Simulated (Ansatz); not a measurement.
**InSe (P-6m2): spin-orbit coupling beyond the local functionals**

Symmetry: P-6m2, No. 187, hexagonal system. The conventional cell has a = 3.975 Å, b = 3.975 Å, c = 16.264 Å, α = 90.00°, β = 90.00°, γ = 120.00°. Nearest to In lie 3 Se at 2.62 Å and 1 In at 2.74 Å. Nearest to Se lie 3 In at 2.62 Å. Nearest to Se lie 3 In at 2.62 Å. Farther neighbours and most contacts between anions are not listed.

```
In Se
1.0
     3.97487    0.00000    0.00000
    -1.98744    3.44234    0.00000
     0.00000    0.00000   16.26365
In Se
4 4
Direct
  0.00000 0.00000 0.58430
  0.00000 0.00000 0.41570
  0.33333 0.66667 0.91570
  0.33333 0.66667 0.08430
  0.66667 0.33333 0.83783
  0.66667 0.33333 0.16217
  0.33333 0.66667 0.66210
  0.33333 0.66667 0.33790
```

```
method              : DFT, HSE06 with spin-orbit coupling, plane waves, PAW (and 1 further level or step)
program             : Ansatz 0.2.0
settings of one run : cutoff 420 eV, 6×6×2 k-mesh, smearing width 0.02 eV, default PAW, PAW set soft 2
cost                : 2 runs, 7 min in all on 1 × NVIDIA H100 80GB HBM3 (shared by 6 runs) with 3 threads of AMD EPYC 7R13 (Zen 3), shared host (the runs of this entry)
notes               : The structure was relaxed with LDA.
HSE06               : 1.15 eV
HSE06+SOC           : 1.12 eV
```

Spin-orbit coupling changes the gap by −0.03 eV and the least direct gap by −0.03 eV.

[Paths, hosts, dates, memory and timing lines, banners, echoed tables and standing remarks are left out of the program output.]

[Logs are printed without paths, hosts, clocks, repeated set-up lines and the standing remarks that a program may print on its own settings, such as how far it seeks lower states.]

[Runs of the session that timed out or met a known fault of the program may be left out.]

[Cells called generated may have been cut or substituted from an entry of the Crystallography Open Database or the Materials Project.]

[Hosts, paths, dates, database ids (printed as entryN), source tags and the programs' standing remarks are cut or masked in the printed files.]
